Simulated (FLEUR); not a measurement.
## E(M) of CoPdO2

Wanted: E(M) for CoPdO2, with its minima.

Method: LDA (VWN); all-electron FLAPW, Dirac cores, scalar-relativistic bands, in FLEUR MaX-R8.1.

### Step 1. The starting structure

It takes space group R-3m (No. 166, trigonal). Conventional cell: a = 2.845 Å, b = 2.845 Å, c = 17.880 Å, α = 90.00°, β = 90.00°, γ = 120.00°. Nearest to Co lie 6 O at 1.91 Å. Pd has 2 O at 2.01 Å nearest. Nearest to O lie 3 Co at 1.91 Å and 1 Pd at 2.01 Å. Farther neighbours and most contacts between anions are not listed.

### Step 2. The free run

The free run tells which range of moments is worth scanning.

inpgen writes inp.xml from crystal.txt; cutoffs, mixing, functional, smearing and local orbitals are then set in the file. The k list default-1 (kpts.xml, not shown) is a Γ-centred 8×8×8 mesh; where the ranks do not divide the number of points, some are split in two of half the weight.

inp.xml reads:

```
<?xml version="1.0" encoding="UTF-8" standalone="no"?>
<fleurInput fleurInputVersion="0.39">
   <comment>
      CoPdO2
   </comment>
   <calculationSetup>
      <cutoffs Kmax="4.4" Gmax="13.2" GmaxXC="13.2" numbands="0"/>
      <scfLoop itmax="130" minDistance="0.00002" maxIterBroyd="15" imix="Anderson" alpha="0.05" precondParam="0.0" spinf="2.0" sdNocoIR="T"/>
      <coreElectrons ctail="T" frcor="F" kcrel="0" coretail_lmax="0"/>
      <xcFunctional name="vwn" relativisticCorrections="F"/>
      <magnetism jspins="2"/>
      <soc l_soc="F" theta="0.0" phi="0.0" spav="F"/>
      <expertModes spex="0" secvar="F"/>
      <geometryOptimization l_f="F" forcealpha="1.0" forcemix="BFGS" epsdisp="0.00001" epsforce="0.00001"/>
      <ldaU l_linMix="F" mixParam="0.05" spinf="1.0"/>
   </calculationSetup>
   <cell>
      <bzIntegration valenceElectrons="45.0" mode="hist" fermiSmearingEnergy="0.00183747">
         <kPointListSelection listName="default-1"/>
         <xi:include xmlns:xi="http://www.w3.org/2001/XInclude" href="kpts.xml"> </xi:include>
      </bzIntegration>
      <xi:include xmlns:xi="http://www.w3.org/2001/XInclude" href="sym.xml"> </xi:include>
      <bulkLattice scale="1.0">
         <bravaisMatrix>
            <row-1>    2.6881344819502258     1.5519951667747531    11.2627677026159994</row-1>
            <row-2>   -2.6881344819502258     1.5519951667747531    11.2627677026159994</row-2>
            <row-3>    0.0000000000000000    -3.1039903335306089    11.2627677026159994</row-3>
         </bravaisMatrix>
      </bulkLattice>
   </cell>
   <atomSpecies>
      <species name="Cobalt (Co3.000" element="Co" atomicNumber="27">
         <mtSphere radius="2.25" gridPoints="745" logIncrement="0.016"/>
         <atomicCutoffs lmax="8" lnonsphr="6"/>
         <electronConfig flipSpins="F">
            <coreConfig>(1s1/2) (2s1/2) (2p1/2) (2p3/2)</coreConfig>
            <valenceConfig>(3s1/2) (3p1/2) (3p3/2) (4s1/2) (3d3/2) (3d5/2)</valenceConfig>
            <stateOccupation state="(3d3/2)" spinUp="2.0" spinDown="0.8"/>
            <stateOccupation state="(3d5/2)" spinUp="3.0" spinDown="1.2"/>
         </electronConfig>
         <energyParameters s="4" p="4" d="3" f="4"/>
         <lo type="SCLO" l="0" n="3" eDeriv="0"/>
         <lo type="SCLO" l="1" n="3" eDeriv="0"/>
      </species>
      <species name="Palladium (Pd)" element="Pd" atomicNumber="46">
         <mtSphere radius="2.42" gridPoints="801" logIncrement="0.016"/>
         <atomicCutoffs lmax="10" lnonsphr="8"/>
         <electronConfig flipSpins="F">
            <coreConfig>(1s1/2) (2s1/2) (2p1/2) (2p3/2) (3s1/2) (3p1/2) (3p3/2) (4s1/2) (3d3/2) (3d5/2)</coreConfig>
            <valenceConfig>(4p1/2) (4p3/2) (5s1/2) (4d3/2) (4d5/2)</valenceConfig>
            <stateOccupation state="(5s1/2)" spinUp="0.500000" spinDown="0.500000"/>
            <stateOccupation state="(4d3/2)" spinUp="1.800000" spinDown="1.800000"/>
            <stateOccupation state="(4d5/2)" spinUp="2.700000" spinDown="2.700000"/>
         </electronConfig>
         <energyParameters s="5" p="5" d="4" f="4"/>
         <lo type="SCLO" l="1" n="4" eDeriv="0"/>
      </species>
      <species name="Oxygen (O)" element="O" atomicNumber="8">
         <mtSphere radius="1.27" gridPoints="421" logIncrement="0.025"/>
         <atomicCutoffs lmax="6" lnonsphr="4"/>
         <electronConfig flipSpins="F">
            <coreConfig>(1s1/2)</coreConfig>
            <valenceConfig>(2s1/2) (2p1/2) (2p3/2)</valenceConfig>
            <stateOccupation state="(2p1/2)" spinUp="0.666667" spinDown="0.666667"/>
            <stateOccupation state="(2p3/2)" spinUp="1.333333" spinDown="1.333333"/>
         </electronConfig>
         <energyParameters s="2" p="2" d="3" f="4"/>
      </species>
   </atomSpecies>
   <atomGroups>
      <atomGroup species="Cobalt (Co3.000">
         <relPos label="                   1">1.000/2.000 1.000/2.000 1.000/2.000</relPos>
         <force calculate="T" relaxXYZ="TTT"/>
      </atomGroup>
      <atomGroup species="Palladium (Pd)">
         <relPos label="                   2">.0000000000 .0000000000 .0000000000</relPos>
         <force calculate="T" relaxXYZ="TTT"/>
      </atomGroup>
      <atomGroup species="Oxygen (O)">
         <relPos label="                   3">.1121500000 .1121500000 .1121500000</relPos>
         <relPos label="                   4">-.1121500000 -.1121500000 -.1121500000</relPos>
         <force calculate="T" relaxXYZ="TTT"/>
      </atomGroup>
   </atomGroups>
   <output dos="F" band="F" slice="F">
      <bandDOS minEnergy="-.5*Htr" maxEnergy="0.5*Htr" sigma="0.015" storeEVData="T"/>
      <plotting iplot="0" polar="F">
         <plot TwoD="T" vec1="  1.0  0.0  0.0" vec2="  0.0  1.0  0.0" vec3="  0.0  0.0  1.0" zero="  0.0  0.0  0.0" file="plot"/>
      </plotting>
      <moessbauerParams electricFieldGradient="F" isomerShift="F" coreHyperfine="F" valenceHyperfine="F"/>
   </output>
</fleurInput>
```

crystal.txt reads:

```
CoPdO2
&input film=F cartesian=F /
1.42249950771  0.82128047370  5.96000000000
-1.42249950771  0.82128047370  5.96000000000
0.00000000000  -1.64256094739  5.96000000000
1.8897261246
1.0 1.0 1.0

4
27 0.50000000000  0.50000000000  0.50000000000 : 3.000
46 0.00000000000  0.00000000000  0.00000000000
8 0.11215000000  0.11215000000  0.11215000000
8 0.88785000000  0.88785000000  0.88785000000

&kpt div1=8 div2=8 div3=8 gamma=T /
```

Launch:

```
$ OMP_NUM_THREADS=1 inpgen -f crystal.txt > inpgen.log  # inp.xml is then edited as shown
$ OMP_NUM_THREADS=1 mpirun -n 4 fleur_MPI > fleur.log
```

Log:

```text
Welcome to FLEUR        (www.flapw.de)
      MaX-Release 8.1          (www.max-centre.eu)

 ========== k-point set info ==========
 Selected k-point list: default-1
 k-point list type: mesh
 0 x 0 x 0
 Number of k points: 68

 ------------Calculation Setup---------------------------
 Number of MPI-tasks      :            4
 Number of PE/node        :            4
 Number of OMP-threads    :            1
 k-points in parallel     :            4
 pe's per k-point         :            1
 No of k-point loops      :           17
 Eigenvalue solver        :       lapack
 Number of basis functions:          436
 Approximate size of matrices (H+S) per k-point:         0.003 GB
 --------------------------------------------------------
 Iteration:     1   Distance:      53.25628977 me/bohr^3
 Iteration:     2   Distance:      34.87243196 me/bohr^3
 Iteration:     3   Distance:      24.75233389 me/bohr^3
 Iteration:     4   Distance:      29.97212409 me/bohr^3
 Iteration:     5   Distance:      30.27053752 me/bohr^3
 Iteration:     6   Distance:      30.06126046 me/bohr^3
 Iteration:     7   Distance:      30.15322098 me/bohr^3
 Iteration:     8   Distance:      22.97923682 me/bohr^3
 Iteration:     9   Distance:      21.41448568 me/bohr^3
 Iteration:    10   Distance:      17.55808274 me/bohr^3
[... 20 iterations left out ...]
 Iteration:    31   Distance:       0.00551578 me/bohr^3
 Iteration:    32   Distance:       0.00269253 me/bohr^3
 Iteration:    33   Distance:       0.00129990 me/bohr^3
 Iteration:    34   Distance:       0.00053448 me/bohr^3
 Iteration:    35   Distance:       0.00066251 me/bohr^3
 Iteration:    36   Distance:       0.00020843 me/bohr^3
 Iteration:    37   Distance:       0.00009198 me/bohr^3
 Iteration:    38   Distance:       0.00005956 me/bohr^3
 Iteration:    39   Distance:       0.00002381 me/bohr^3
 Iteration:    40   Distance:       0.00001436 me/bohr^3

 ********************************************************************
 Run finished successfully
 Stop message:
   all done
 ********************************************************************

--- out.xml (last complete iteration) ---
<iteration numberForCurrentRun="   40" overallNumber="   40">
         [... left out ...]
         <bandgap value="0.0142825223" units="eV"/>
         <sumValenceSingleParticleEnergies value="-22.5225334053" units="Htr"/>
         <FermiEnergy value="0.3207941227" units="Htr"/>
         <valenceDensity>
            <mtCharges spin="1">
               <mtCharge atomType="1" total="8.0909589" s="1.1765461" p="3.2431945" d="3.5861421" f="0.0619271"/>
               <mtCharge atomType="2" total="7.3152190" s="0.1626360" p="3.1207430" d="3.9889734" f="0.0306446"/>
               <mtCharge atomType="3" total="1.9660254" s="0.6174212" p="1.3441030" d="0.0040019" f="0.0004289"/>
            </mtCharges>
            <mtCharges spin="2">
               <mtCharge atomType="1" total="8.0909586" s="1.1765461" p="3.2431944" d="3.5861419" f="0.0619271"/>
               <mtCharge atomType="2" total="7.3152181" s="0.1626359" p="3.1207429" d="3.9889726" f="0.0306446"/>
               <mtCharge atomType="3" total="1.9660254" s="0.6174212" p="1.3441030" d="0.0040019" f="0.0004289"/>
            </mtCharges>
            <spinDependentCharge spin="1" total="22.5000006" interstitial="3.1617718" mtSpheres="19.3382288"/>
            <spinDependentCharge spin="2" total="22.4999994" interstitial="3.1617718" mtSpheres="19.3382276"/>
            <totalCharge value="45.0000000000"/>
         </valenceDensity>
         [... left out ...]
         <allElectronCharges>
            <spinDependentCharge spin="1" total="44.5000006" interstitial="3.1626090" mtSpheres="41.3373916"/>
            <spinDependentCharge spin="2" total="44.4999994" interstitial="3.1626089" mtSpheres="41.3373904"/>
            <totalCharge value="88.9999999806"/>
         </allElectronCharges>
         <magneticMomentsInMTSpheres units="muBohr">
            <globalMagMoment atomType="1" vec="0.00000   0.00000   0.00000"/>
            <localMagMoment atomType="1" vec="0.00000   0.00000   0.00000"/>
            <globalMagMoment atomType="2" vec="0.00000   0.00000   0.00000"/>
            <localMagMoment atomType="2" vec="0.00000   0.00000   0.00000"/>
            <globalMagMoment atomType="3" vec="0.00000   0.00000   0.00000"/>
            <localMagMoment atomType="3" vec="0.00000   0.00000   0.00000"/>
         </magneticMomentsInMTSpheres>
         <moessbauerParams unitsHFF="kG" unitsIS="e/bohr^3" unitsEFG="Htr/bohr^2">
         </moessbauerParams>
         <totalEnergy value="    -6583.0789011801" units="Htr">
            <sumOfEigenvalues value="    -3886.7377841739">
               <coreElectrons value="-3864.2152507686"/>
               <valenceElectrons value="-22.5225334053"/>
            </sumOfEigenvalues>
            <densityCoulombPotentialIntegral value="-10428.8692183113"/>
            <densityEffectivePotentialIntegral value="-10710.7495826571"/>
            <chargeDenXCDenIntegral value="-212.7951819207"/>
            <FockExchangeEnergyValence value="0.0000000000"/>
            <FockExchangeEnergyCore value="0.0000000000"/>
            <atomTypeDependentContributions atomType="1">
               <electronNucleiInteractionDifferentMTs value="1667.5733823681"/>
               <MadelungTerm value="-8.8731849009"/>
            </atomTypeDependentContributions>
            <atomTypeDependentContributions atomType="2">
               <electronNucleiInteractionDifferentMTs value="6100.7794340091"/>
               <MadelungTerm value="-20.9466300639"/>
            </atomTypeDependentContributions>
            <atomTypeDependentContributions atomType="3">
               <electronNucleiInteractionDifferentMTs value="168.3568909228"/>
               <MadelungTerm value="-13.3313863222"/>
            </atomTypeDependentContributions>
            <tkbTimesEntropy value="0.0006597062"/>
            <freeEnergy value="-6583.0795608862"/>
            <extrapolationTo0K value="-6583.0792310331"/>
         </totalEnergy>
         <densityConvergence units="me/bohr^3">
            <chargeDensity spin="1" distance="0.0000078276"/>
            <chargeDensity spin="2" distance="0.0000071388"/>
            <overallChargeDensity distance="0.0000042784"/>
            <spinDensity distance="0.0000143584"/>
         </densityConvergence>
      </iteration>
```

Elapsed: 98 s, on 4 MPI ranks of Intel Xeon 6975P-C (Granite Rapids), shared host; peak memory 0.35 GiB.

The spin moment in the muffin-tin sphere vanishes on all atoms.

Numbers from this step:

- free energy: -179134.7206 eV
- program's band gap on this mesh (in a metal only a level spacing): 0.01428 eV
- final state: non-magnetic

After 40 cycles the seed has died away: no moment is left.

### Step 3. No spin polarisation

inp.xml: that of step 2 with these lines changed.

```diff
@@ -10,3 +10,3 @@
       <xcFunctional name="vwn" relativisticCorrections="F"/>
-      <magnetism jspins="2"/>
+      <magnetism jspins="1"/>
       <soc l_soc="F" theta="0.0" phi="0.0" spav="F"/>
@@ -31,3 +31,3 @@
    <atomSpecies>
-      <species name="Cobalt (Co3.000" element="Co" atomicNumber="27">
+      <species name="Cobalt (Co)" element="Co" atomicNumber="27">
          <mtSphere radius="2.25" gridPoints="745" logIncrement="0.016"/>
@@ -37,4 +37,4 @@
             <valenceConfig>(3s1/2) (3p1/2) (3p3/2) (4s1/2) (3d3/2) (3d5/2)</valenceConfig>
-            <stateOccupation state="(3d3/2)" spinUp="2.0" spinDown="0.8"/>
-            <stateOccupation state="(3d5/2)" spinUp="3.0" spinDown="1.2"/>
+            <stateOccupation state="(3d3/2)" spinUp="1.400000" spinDown="1.400000"/>
+            <stateOccupation state="(3d5/2)" spinUp="2.100000" spinDown="2.100000"/>
          </electronConfig>
@@ -70,3 +70,3 @@
    <atomGroups>
-      <atomGroup species="Cobalt (Co3.000">
+      <atomGroup species="Cobalt (Co)">
          <relPos label="                   1">1.000/2.000 1.000/2.000 1.000/2.000</relPos>
```

crystal.txt: that of step 2 with these lines changed.

```diff
@@ -9,3 +9,3 @@
 4
-27 0.50000000000  0.50000000000  0.50000000000 : 3.000
+27 0.50000000000  0.50000000000  0.50000000000
 46 0.00000000000  0.00000000000  0.00000000000
```

Log:

```text
[banner, memory and clock lines left out]
Welcome to FLEUR        (www.flapw.de)
      MaX-Release 8.1          (www.max-centre.eu)

 ========== k-point set info ==========
 Selected k-point list: default-1
 k-point list type: mesh
 0 x 0 x 0
 Number of k points: 68

 [... set-up left out ...]
 Iteration:     1   Distance:      73.73487823 me/bohr^3
 Iteration:     2   Distance:      52.24493933 me/bohr^3
 Iteration:     3   Distance:      41.19631738 me/bohr^3
 Iteration:     4   Distance:      42.14779991 me/bohr^3
 Iteration:     5   Distance:      21.93170387 me/bohr^3
 Iteration:     6   Distance:      18.50235520 me/bohr^3
 Iteration:     7   Distance:       7.94015825 me/bohr^3
 Iteration:     8   Distance:       2.37884047 me/bohr^3
[... lines left out ...]
 Iteration:    21   Distance:       0.00125789 me/bohr^3
 Iteration:    22   Distance:       0.00041668 me/bohr^3
 Iteration:    23   Distance:       0.00006162 me/bohr^3
 Iteration:    24   Distance:       0.00002737 me/bohr^3
 Iteration:    25   Distance:       0.00002278 me/bohr^3
 Iteration:    26   Distance:       0.00000781 me/bohr^3

 ********************************************************************
 Run finished successfully
 Stop message:
   all done
 ********************************************************************

--- out.xml (last complete iteration) ---
<iteration numberForCurrentRun="   26" overallNumber="   26">
         [... left out ...]
         <bandgap value="0.0142836711" units="eV"/>
         <sumValenceSingleParticleEnergies value="-22.5225333868" units="Htr"/>
         <FermiEnergy value="0.3207941405" units="Htr"/>
         [... left out ...]
         <totalEnergy value="    -6583.0789011793" units="Htr">
            <sumOfEigenvalues value="    -3886.7377836914">
               <coreElectrons value="-3864.2152503047"/>
               <valenceElectrons value="-22.5225333868"/>
            </sumOfEigenvalues>
         [... left out ...]
            <freeEnergy value="-6583.0795608852"/>
            <extrapolationTo0K value="-6583.0792310322"/>
         </totalEnergy>
         <densityConvergence units="me/bohr^3">
            <chargeDensity spin="1" distance="0.0000078128"/>
         </densityConvergence>
      </iteration>
```

Elapsed: 40 s, on 4 MPI ranks; peak memory 0.29 GiB.

Numbers from this step:

| Property | Result |
| --- | --- |
| free energy | -179134.7206 eV |
| program's band gap on this mesh (in a metal only a level spacing) | 0.01428 eV |
| final state | non-magnetic (no spin polarisation) |

Its energy lies +0.0 meV a cell from the free run's.

### Step 4. Moment fixed at 0.075 μB

Two Fermi energies hold the total moment; the run starts from the free run's density.

inp.xml: that of step 3 with these lines changed.

```diff
@@ -10,3 +10,3 @@
       <xcFunctional name="vwn" relativisticCorrections="F"/>
-      <magnetism jspins="1"/>
+      <magnetism jspins="2" fixed_moment="0.075"/>
       <soc l_soc="F" theta="0.0" phi="0.0" spav="F"/>
@@ -31,3 +31,3 @@
    <atomSpecies>
-      <species name="Cobalt (Co)" element="Co" atomicNumber="27">
+      <species name="Cobalt (Co3.000" element="Co" atomicNumber="27">
          <mtSphere radius="2.25" gridPoints="745" logIncrement="0.016"/>
@@ -37,4 +37,4 @@
             <valenceConfig>(3s1/2) (3p1/2) (3p3/2) (4s1/2) (3d3/2) (3d5/2)</valenceConfig>
-            <stateOccupation state="(3d3/2)" spinUp="1.400000" spinDown="1.400000"/>
-            <stateOccupation state="(3d5/2)" spinUp="2.100000" spinDown="2.100000"/>
+            <stateOccupation state="(3d3/2)" spinUp="2.0" spinDown="0.8"/>
+            <stateOccupation state="(3d5/2)" spinUp="3.0" spinDown="1.2"/>
          </electronConfig>
@@ -70,3 +70,3 @@
    <atomGroups>
-      <atomGroup species="Cobalt (Co)">
+      <atomGroup species="Cobalt (Co3.000">
          <relPos label="                   1">1.000/2.000 1.000/2.000 1.000/2.000</relPos>
```

Launch:

```
$ OMP_NUM_THREADS=1 mpirun -n 4 fleur_MPI > fleur.log
```

Log:

```text
[banner, memory and clock lines left out]
Welcome to FLEUR        (www.flapw.de)
      MaX-Release 8.1          (www.max-centre.eu)

 ========== k-point set info ==========
 Selected k-point list: default-1
 k-point list type: mesh
 0 x 0 x 0
 Number of k points: 68

 [... set-up left out ...]
 Iteration:     1   Distance:       0.77948592 me/bohr^3
 Iteration:     2   Distance:       0.74304567 me/bohr^3
 Iteration:     3   Distance:       0.05575065 me/bohr^3
 Iteration:     4   Distance:       0.04859712 me/bohr^3
 Iteration:     5   Distance:       0.01734915 me/bohr^3
 Iteration:     6   Distance:       0.00814135 me/bohr^3
 Iteration:     7   Distance:       0.00548898 me/bohr^3
 Iteration:     8   Distance:       0.00219295 me/bohr^3
 Iteration:     9   Distance:       0.00212251 me/bohr^3
 Iteration:    10   Distance:       0.00073884 me/bohr^3
 Iteration:    11   Distance:       0.00030994 me/bohr^3
 Iteration:    12   Distance:       0.00009351 me/bohr^3
 Iteration:    13   Distance:       0.00007841 me/bohr^3
 Iteration:    14   Distance:       0.00001681 me/bohr^3

 ********************************************************************
 Run finished successfully
 Stop message:
   all done
 ********************************************************************

--- out.xml (last complete iteration) ---
<iteration numberForCurrentRun="   14" overallNumber="   54">
         [... left out ...]
         <bandgap value="0.0020345055" units="eV"/>
         <sumValenceSingleParticleEnergies value="-11.2565693264" units="Htr"/>
         <bandgap value="0.0015874729" units="eV"/>
         <sumValenceSingleParticleEnergies value="-22.5225158277" units="Htr"/>
         <FermiEnergy value="0.3203345464" units="Htr"/>
         <FixedTotalMoment fermiEnergyUp="0.3216554813" fermiEnergyDown="0.3203345464" units="Htr"/>
         [... left out ...]
         <magneticMomentsInMTSpheres units="muBohr">
            <globalMagMoment atomType="1" vec="0.00000   0.00000   0.01299"/>
            <globalMagMoment atomType="2" vec="0.00000   0.00000   0.05236"/>
            <globalMagMoment atomType="3" vec="0.00000   0.00000   0.00170"/>
         </magneticMomentsInMTSpheres>
         [... left out ...]
         <totalEnergy value="    -6583.0789183274" units="Htr">
            <sumOfEigenvalues value="    -3886.7386337530">
               <coreElectrons value="-3864.2161179252"/>
               <valenceElectrons value="-22.5225158277"/>
            </sumOfEigenvalues>
         [... left out ...]
            <freeEnergy value="-6583.0795376743"/>
            <extrapolationTo0K value="-6583.0792280009"/>
         </totalEnergy>
         <densityConvergence units="me/bohr^3">
            <chargeDensity spin="1" distance="0.0000088839"/>
            <chargeDensity spin="2" distance="0.0000095971"/>
            <overallChargeDensity distance="0.0000077063"/>
            <spinDensity distance="0.0000168128"/>
         </densityConvergence>
      </iteration>
```

It took 37 s on 4 MPI ranks; peak memory 0.35 GiB; 2.5 min of CPU time.

This step gave:

```
magnetization : 0.075 μB
```

Its energy lies +0.6 meV a cell from the free run's.

(Continued in part 2 of 2.)

[Logs and program files are shortened in this print: banners, set-up blocks, solver, clock and traceback lines can be left out without a mark of their own.]

[Logs are printed without paths, hosts, clocks, repeated set-up lines and the standing remarks that a program may print on its own settings, such as how far it seeks lower states.]

[Hosts, paths, dates, database ids (printed as entryN), source tags and the programs' standing remarks are cut or masked in the printed files.]

[Where a cell is said to come from a database of computed structures, the database is the Materials Project.]
